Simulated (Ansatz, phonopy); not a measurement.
# Grüneisen parameters and expansion of Ca2Ir (hypothetical, Fm-3m), part 2 of 2

Aim: how the vibrations of Ca2Ir (hypothetical) shift with volume, and the expansion that follows. The crystal structure is hypothetical: it was made by swapping elements on a known structure type.

Ansatz 0.2.0; DFT PBE, scalar-relativistic, plane waves, PAW.

So far, highest frequency (cm⁻¹): step 5 (phonons, V/V0 1) 229.

## Step 9: Phonons, V/V0 0.985

The same q-mesh and k-mesh are kept at every volume, so that much of their error can cancel in the differences.

Contents of input.yaml:

```yaml
crystal:
  lattice:
    - [0.0, 3.4238695946, 3.4238695946]
    - [3.4238695946, 0.0, 3.4238695946]
    - [3.4238695946, 3.4238695946, 0.0]
  atoms:
    - { symbol: Ca, position: [0.75, 0.75, 0.75] }
    - { symbol: Ca, position: [0.25, 0.25, 0.25] }
    - { symbol: Ir, position: [0.0, 0.0, 0.0] }
kpoints:
  mp_grid: { grid: [12, 12, 12] }
hamiltonian:
  xc: pbe
scf:
  occupations: { method: methfessel_paxton, width: 0.15 }
output:
  eigenvalues: true
phonons:
  method: dfpt
  qmesh: [2, 2, 2]
  temperatures: { t_max: 1000, t_step: 50 }
  qpath:
    path:
      - [[0.0, 0.0, 0.0], [0.5, 0.0, 0.5], [0.625, 0.25, 0.625]]
      - [[0.375, 0.375, 0.75], [0.0, 0.0, 0.0], [0.5, 0.5, 0.5], [0.5, 0.25, 0.75], [0.5, 0.0, 0.5]]
    npoints: 10
```

Run with:

```console
$ ansatz run input.yaml --threads 4 --pin off --max-ram 8192MiB --backend cpu --events-out ev --progress --plain --runs-dir out
```

It took 3.6 min on 4 threads of Arm Neoverse N1, shared host; peak memory 2.1 GiB; 14 min of CPU time.

No LO-TO term. Phonon branches along the path, in cm⁻¹:

| point | branch 1 | branch 2 | branch 3 | branch 4 | branch 5 | branch 6 | branch 7 | branch 8 | branch 9 |
| --- | --- | --- | --- | --- | --- | --- | --- | --- | --- |
| Γ | 0 | 0 | 0 | 141 | 141 | 141 | 208 | 208 | 208 |
| halfway | 40 | 40 | 79 | 125 | 125 | 155 | 189 | 204 | 204 |
| X | 68 | 72 | 72 | 95 | 95 | 98 | 200 | 200 | 234 |
| halfway | 70 | 72 | 75 | 91 | 100 | 105 | 198 | 198 | 231 |
| U | 69 | 74 | 80 | 89 | 114 | 119 | 193 | 194 | 225 |
| jump to K | 69 | 74 | 80 | 89 | 114 | 119 | 193 | 194 | 225 |
| halfway | 43 | 53 | 78 | 123 | 159 | 164 | 176 | 178 | 208 |
| Γ | 0 | 0 | 0 | 141 | 141 | 141 | 208 | 208 | 208 |
| halfway | 43 | 43 | 70 | 143 | 148 | 148 | 194 | 194 | 195 |
| L | 57 | 57 | 95 | 152 | 162 | 162 | 172 | 172 | 176 |
| halfway | 63 | 68 | 90 | 112 | 121 | 158 | 166 | 203 | 205 |
| W | 72 | 81 | 84 | 84 | 86 | 158 | 158 | 217 | 218 |
| halfway | 72 | 73 | 76 | 91 | 92 | 119 | 188 | 205 | 229 |
| X | 68 | 72 | 72 | 95 | 95 | 98 | 200 | 200 | 234 |

No mode is imaginary beyond numerical noise at the solved wavevectors. The highest zone-centre mode (no LO–TO term) moved by +1.4 % for a volume change of -1.5 %.

## Step 10: Single point at a scaled cell, V/V0 1.03

The cell differs from the one that the last finished run ended in (a 4.842 → 4.915 Å, b 4.842 → 4.915 Å, c 4.842 → 4.915 Å).

input.yaml, the sections that differ from step 9:

```yaml
crystal:
  lattice:
    - [0.0, 3.475235287, 3.475235287]
    - [3.475235287, 0.0, 3.475235287]
    - [3.475235287, 3.475235287, 0.0]
  atoms:
    - { symbol: Ca, position: [0.75, 0.75, 0.75] }
    - { symbol: Ca, position: [0.25, 0.25, 0.25] }
    - { symbol: Ir, position: [0.0, 0.0, 0.0] }
output:
  forces: true
  stress: true
  eigenvalues: true
# kpoints, hamiltonian, scf: as in step 9
# phonons: removed
```

Elapsed: 3.2 s, on 4 threads; peak memory 0.43 GiB.

The run ends at a pressure of -1.33 GPa.

## Step 11: Lattice dynamics at this volume, V/V0 1.03

input.yaml, the sections that differ from step 10:

```yaml
output:
  eigenvalues: true
phonons:
  method: dfpt
  qmesh: [2, 2, 2]
  temperatures: { t_max: 1000, t_step: 50 }
  qpath:
    path:
      - [[0.0, 0.0, 0.0], [0.5, 0.0, 0.5], [0.625, 0.25, 0.625]]
      - [[0.375, 0.375, 0.75], [0.0, 0.0, 0.0], [0.5, 0.5, 0.5], [0.5, 0.25, 0.75], [0.5, 0.0, 0.5]]
    npoints: 10
# crystal, kpoints, hamiltonian, scf: as in step 10
```

Run time: 3.7 min. Hardware: 4 threads; peak memory 2.2 GiB; 14 min of CPU time.

No mode is imaginary beyond numerical noise at the solved wavevectors. The highest zone-centre mode (no LO–TO term) moved by -2.8 % for a volume change of +3.0 %.

## Step 12: A cell at another volume, V/V0 0.97

The cell differs from the one that the last finished run ended in (a 4.915 → 4.817 Å, b 4.915 → 4.817 Å, c 4.915 → 4.817 Å).

input.yaml, the sections that differ from step 11:

```yaml
crystal:
  lattice:
    - [0.0, 3.4064005682, 3.4064005682]
    - [3.4064005682, 0.0, 3.4064005682]
    - [3.4064005682, 3.4064005682, 0.0]
  atoms:
    - { symbol: Ca, position: [0.75, 0.75, 0.75] }
    - { symbol: Ca, position: [0.25, 0.25, 0.25] }
    - { symbol: Ir, position: [0.0, 0.0, 0.0] }
output:
  forces: true
  stress: true
  eigenvalues: true
# kpoints, hamiltonian, scf: as in step 11
# phonons: removed
```

Run time: 3.1 s. Hardware: 4 threads; peak memory 0.42 GiB.

The run ends at a pressure of 1.53 GPa.

## Step 13: Lattice dynamics at this volume, V/V0 0.97

input.yaml, the sections that differ from step 12:

```yaml
output:
  eigenvalues: true
phonons:
  method: dfpt
  qmesh: [2, 2, 2]
  temperatures: { t_max: 1000, t_step: 50 }
  qpath:
    path:
      - [[0.0, 0.0, 0.0], [0.5, 0.0, 0.5], [0.625, 0.25, 0.625]]
      - [[0.375, 0.375, 0.75], [0.0, 0.0, 0.0], [0.5, 0.5, 0.5], [0.5, 0.25, 0.75], [0.5, 0.0, 0.5]]
    npoints: 10
# crystal, kpoints, hamiltonian, scf: as in step 12
```

Wall time 3.6 min (4 threads); peak memory 2.1 GiB.

No mode is imaginary beyond numerical noise at the solved wavevectors. The highest zone-centre mode (no LO–TO term) moved by +2.8 % for a volume change of -3.0 %.

## Step 14: A cell at another volume, V/V0 1.05

The cell differs from the one that the last finished run ended in (a 4.817 → 4.946 Å, b 4.817 → 4.946 Å, c 4.817 → 4.946 Å).

input.yaml, the sections that differ from step 13:

```yaml
crystal:
  lattice:
    - [0.0, 3.4975846812, 3.4975846812]
    - [3.4975846812, 0.0, 3.4975846812]
    - [3.4975846812, 3.4975846812, 0.0]
  atoms:
    - { symbol: Ca, position: [0.75, 0.75, 0.75] }
    - { symbol: Ca, position: [0.25, 0.25, 0.25] }
    - { symbol: Ir, position: [0.0, 0.0, 0.0] }
output:
  forces: true
  stress: true
  eigenvalues: true
# kpoints, hamiltonian, scf: as in step 13
# phonons: removed
```

Elapsed: 3.3 s, on 4 threads; peak memory 0.43 GiB; 12 s of CPU time.

The run ends at a pressure of -2.11 GPa.

## Step 15: Phonons, V/V0 1.05

input.yaml, the sections that differ from step 14:

```yaml
output:
  eigenvalues: true
phonons:
  method: dfpt
  qmesh: [2, 2, 2]
  temperatures: { t_max: 1000, t_step: 50 }
  qpath:
    path:
      - [[0.0, 0.0, 0.0], [0.5, 0.0, 0.5], [0.625, 0.25, 0.625]]
      - [[0.375, 0.375, 0.75], [0.0, 0.0, 0.0], [0.5, 0.5, 0.5], [0.5, 0.25, 0.75], [0.5, 0.0, 0.5]]
    npoints: 10
# crystal, kpoints, hamiltonian, scf: as in step 14
```

Wall time 3.7 min (4 threads); peak memory 2.2 GiB; 15 min of CPU time.

No LO-TO term. The phonon branches at the labelled points (cm⁻¹):

| point | branch 1 | branch 2 | branch 3 | branch 4 | branch 5 | branch 6 | branch 7 | branch 8 | branch 9 |
| --- | --- | --- | --- | --- | --- | --- | --- | --- | --- |
| Γ | 0 | 0 | 0 | 125 | 125 | 125 | 196 | 196 | 196 |
| halfway | 37 | 37 | 73 | 110 | 110 | 144 | 173 | 189 | 189 |
| X | 56 | 68 | 68 | 82 | 82 | 91 | 182 | 182 | 216 |
| halfway | 58 | 67 | 70 | 84 | 87 | 92 | 180 | 180 | 213 |
| U | 63 | 65 | 75 | 84 | 102 | 103 | 176 | 177 | 208 |
| jump to K | 63 | 65 | 75 | 84 | 102 | 103 | 176 | 177 | 208 |
| halfway | 40 | 51 | 72 | 108 | 144 | 148 | 164 | 164 | 192 |
| Γ | 0 | 0 | 0 | 125 | 125 | 125 | 196 | 196 | 196 |
| halfway | 42 | 42 | 63 | 129 | 132 | 132 | 180 | 180 | 180 |
| L | 55 | 55 | 88 | 138 | 146 | 146 | 159 | 159 | 160 |
| halfway | 60 | 65 | 84 | 101 | 106 | 142 | 151 | 187 | 188 |
| W | 67 | 69 | 72 | 79 | 79 | 141 | 141 | 199 | 200 |
| halfway | 60 | 67 | 71 | 79 | 86 | 104 | 171 | 187 | 211 |
| X | 56 | 68 | 68 | 82 | 82 | 91 | 182 | 182 | 216 |

No mode is imaginary beyond numerical noise at the solved wavevectors. The highest zone-centre mode (no LO–TO term) moved by -4.6 % for a volume change of +5.0 %.

## Step 16: How the modes move with volume

This step: DFT PBE, scalar-relativistic, plane waves, PAW (phonopy 4.10.0).

Numbers from this step:

- share of modes with a negative Grüneisen parameter: 0

Mean Grüneisen, by row:

| T (K) | heat-capacity-weighted mean | root mean square |
| --- | --- | --- |
| 50 | 1.235 | 1.331 |
| 100 | 1.32 | 1.394 |
| 200 | 1.338 | 1.404 |
| 300 | 1.341 | 1.406 |
| 500 | 1.343 | 1.406 |
| 800 | 1.343 | 1.407 |

The mean mode Grueneisen parameter by wavenumber:

| wavenumber (cm⁻¹) | mean mode Grueneisen parameter |
| --- | --- |
| 3.8 | - |
| 11.4 | 1.09 |
| 19.0 | 0.642 |
| 26.6 | 0.926 |
| 34.2 | 0.726 |
| 41.8 | 0.798 |
| 49.5 | 0.736 |
| 57.1 | 0.683 |
| 64.7 | 0.892 |
| 72.3 | 1.29 |
| 79.9 | 1.43 |
| 87.5 | 1.23 |
| 95.1 | 1.6 |
| 102.7 | 1.93 |
| 110.3 | 1.89 |
| 117.9 | 1.88 |
| 125.5 | 1.74 |
| 133.2 | 1.77 |
| 140.8 | 1.68 |
| 148.4 | 1.6 |
| 156.0 | 1.62 |
| 163.6 | 1.46 |
| 171.2 | 1.42 |
| 178.8 | 1.35 |
| 186.4 | 1.34 |
| 194.0 | 1.31 |
| 201.6 | 1.26 |
| 209.2 | 1.32 |
| 216.8 | 1.28 |
| 224.5 | 1.24 |

Volume series, by row:

| V/V0 | V (Å³/atom) | pressure (GPa) | E - E0 (meV/atom) | gap (eV) | zero-point energy (meV/atom) | lowest on the path (cm⁻¹) | highest at Gamma without the LO-TO term (cm⁻¹) |
| --- | --- | --- | --- | --- | --- | --- | --- |
| 0.97 | 26.35 | 1.533 | 3.795 | 0 | 24.76 | 0 | 211.1 |
| 0.985 | 26.76 | 0.737 | 0.922 | 0 | 24.25 | 0 | 208.2 |
| 1 | 27.17 | -0.003 | 0 | 0 | 23.75 | 0 | 205.3 |
| 1.015 | 27.57 | -0.691 | 0.892 | 0 | 23.26 | 0 | 202.4 |
| 1.03 | 27.98 | -1.329 | 3.467 | 0 | 22.77 | 0 | 199.6 |
| 1.05 | 28.52 | -2.11 | 9.315 | 0 | 22.13 | 0 | 195.8 |

Optical frequency at Gamma without the LO-TO term against V/V0:

| V/V0 | mode 4 (cm⁻¹) | mode 7 (cm⁻¹) |
| --- | --- | --- |
| 0.9700 | 145 | 211 |
| 0.9850 | 141 | 208 |
| 1.0000 | 137 | 205 |
| 1.0150 | 133 | 202 |
| 1.0300 | 130 | 200 |
| 1.0500 | 125 | 196 |

Grüneisen at points, by row:

| point | branch | frequency (cm⁻¹) | mode Grüneisen parameter |
| --- | --- | --- | --- |
| Γ | 4 | 137.1 | 1.85 |
| Γ | 7 | 205.3 | 0.93 |
| X | 1 | 65.1 | 2.95 |
| X | 2 | 71.3 | 0.97 |
| X | 4 | 91.8 | 2.32 |
| X | 6 | 95.9 | 1.07 |
| X | 7 | 195.1 | 1.47 |
| X | 9 | 229.3 | 1.22 |
| U | 1 | 68.5 | 0.89 |
| U | 2 | 71.5 | 2.34 |
| U | 3 | 79.2 | 1.02 |
| U | 4 | 88.1 | 0.95 |
| U | 5 | 111.3 | 1.83 |
| U | 6 | 115.4 | 2.21 |
| U | 7 | 188.7 | 1.45 |
| U | 8 | 190 | 1.47 |
| U | 9 | 221 | 1.26 |
| K | 1 | 68.5 | 0.89 |
| K | 2 | 71.5 | 2.34 |
| K | 3 | 79.2 | 1.02 |
| K | 4 | 88.1 | 0.95 |
| K | 5 | 111.3 | 1.83 |
| K | 6 | 115.4 | 2.21 |
| K | 7 | 188.7 | 1.45 |
| K | 8 | 190 | 1.47 |
| K | 9 | 221 | 1.26 |
| L | 1 | 56.7 | 0.32 |
| L | 3 | 93.1 | 1.1 |
| L | 4 | 149 | 1.55 |
| L | 5 | 158.4 | 1.69 |
| L | 7 | 169.3 | 1.23 |
| L | 9 | 172.4 | 1.52 |
| W | 1 | 71.4 | 1.07 |
| W | 2 | 78.2 | 2.4 |
| W | 3 | 82.5 | 2.66 |
| W | 6 | 153.7 | 1.69 |
| W | 8 | 212.8 | 1.32 |
| W | 9 | 213.5 | 1.32 |

## Step 17: Free-energy fit

This step gave:

| Quantity | Value |
| --- | --- |
| volume expansion coefficient at 300 K | 45.12 1e-6/K |
| isothermal bulk modulus at 300 K | 44.37 GPa |
| C_P at 300 K | 24.56 J/mol-atom/K |
| Grüneisen parameter at 300 K | 1.379 |

Energy (each curve on its own zero) against volume; values in meV/atom:

| volume (Å³/atom) | static | F at 0 K | F at 300 K | F at 1000 K |
| --- | --- | --- | --- | --- |
| 26.351 | 3.8 | 5.07 | 7.94 | 17.1 |
| 26.758 | 0.92 | 1.69 | 3.47 | 9.15 |
| 27.166 | 0 | 0.26 | 0.94 | 3.04 |
| 27.573 | 0.89 | 0.66 | 0.2 | -1.33 |
| 27.981 | 3.47 | 2.75 | 1.12 | -4.1 |
| 28.524 | 9.31 | 7.96 | 4.72 | -5.51 |

Phonopy-qha, vinet fit of F(V) at each temperature; no electronic free energy. Qha vinet, by row:

| T (K) | fitted volume (Å³/atom) | alpha_V (1e-6/K) | B_T (GPa) | C_P (J/mol-atom/K) | Grueneisen |
| --- | --- | --- | --- | --- | --- |
| 100 | 27.32 | 32.38 | 46.41 | 18.77 | 1.322 |
| 150 | 27.37 | 38.83 | 45.92 | 21.97 | 1.351 |
| 200 | 27.43 | 41.91 | 45.42 | 23.37 | 1.363 |
| 250 | 27.49 | 43.77 | 44.9 | 24.1 | 1.372 |
| 300 | 27.55 | 45.12 | 44.37 | 24.56 | 1.379 |
| 350 | 27.61 | 46.24 | 43.84 | 24.87 | 1.386 |
| 400 | 27.67 | 47.23 | 43.3 | 25.12 | 1.394 |
| 450 | 27.74 | 48.17 | 42.75 | 25.32 | 1.401 |
| 500 | 27.81 | 49.08 | 42.2 | 25.5 | 1.408 |
| 550 | 27.88 | 49.99 | 41.64 | 25.66 | 1.415 |
| 600 | 27.95 | 50.91 | 41.07 | 25.81 | 1.423 |
| 650 | 28.02 | 51.85 | 40.5 | 25.96 | 1.431 |
| 700 | 28.09 | 52.81 | 39.92 | 26.11 | 1.439 |
| 750 | 28.17 | 53.8 | 39.33 | 26.26 | 1.447 |

The volume expansion coefficient, phonopy-qha, Vinet by temperature:

| temperature (K) | volume expansion coefficient, phonopy-qha, Vinet (1e-6/K) |
| --- | --- |
| 75 | 26.1 |
| 100 | 32.4 |
| 125 | 36.3 |
| 150 | 38.8 |
| 175 | 40.6 |
| 200 | 41.9 |
| 225 | 42.9 |
| 250 | 43.8 |
| 275 | 44.5 |
| 300 | 45.1 |
| 325 | 45.7 |
| 350 | 46.2 |
| 375 | 46.7 |
| 400 | 47.2 |
| 425 | 47.7 |
| 450 | 48.2 |
| 475 | 48.6 |
| 500 | 49.1 |
| 525 | 49.5 |
| 550 | 50.0 |
| 575 | 50.5 |
| 600 | 50.9 |
| 625 | 51.4 |
| 650 | 51.9 |
| 675 | 52.3 |
| 700 | 52.8 |
| 725 | 53.3 |
| 750 | 53.8 |
| 775 | 54.3 |

The fit gives a volume expansion of 45.1 × 10⁻⁶/K at 300 K.

## Step 18: Summary of results

```
volume expansion coefficient at 300 K  : 45.12 1e-6/K
isothermal bulk modulus at 300 K       : 44.37 GPa
C_P at 300 K                           : 24.56 J/mol-atom/K
Grüneisen parameter at 300 K           : 1.379
mean mode Grüneisen parameter at 300 K : 1.34
```

In words: Near room temperature Ca2Ir (hypothetical) expands by 45.1 × 10⁻⁶/K in volume by PBE, with C_P = 24.6 J/(mol K) per mole of atoms and B_T = 44.4 GPa. The q-mesh is coarse, and the expansion can converge slowly with it. The table stops at 775 K because beyond it the fitted volume comes within 1 % of the largest computed cell, where the fit loses its support. C_P at room temperature is 98 % of the classical 3R an atom. The fit leaves out the electrons' free energy, which adds to C_P and to the expansion of a metal at high temperature. The heat-capacity-weighted Grüneisen parameter goes from 1.24 at 50 K to 1.34 at 800 K. Weighting γ by the density of states and each mode's heat capacity at 300 K, modes below 80 cm⁻¹ give about 18 % of the sum of γC that drives the expansion, those up to 150 cm⁻¹ 45 % and the rest 37 %. Among the labelled points γ is largest for branch 1 at X (65.1 cm⁻¹, 3.0) and smallest for branch 1 at L (56.7 cm⁻¹, 0.32). The program warned that a few bands missed the eigensolver's threshold in at least one of the runs.

[Logs are printed without paths, hosts, clocks, repeated set-up lines and the standing remarks that a program may print on its own settings, such as how far it seeks lower states.]

[Hosts, paths, dates, database ids (printed as entryN), source tags and the programs' standing remarks are cut or masked in the printed files.]

[A step with changed settings may run another functional than the one named; its input shows which.]


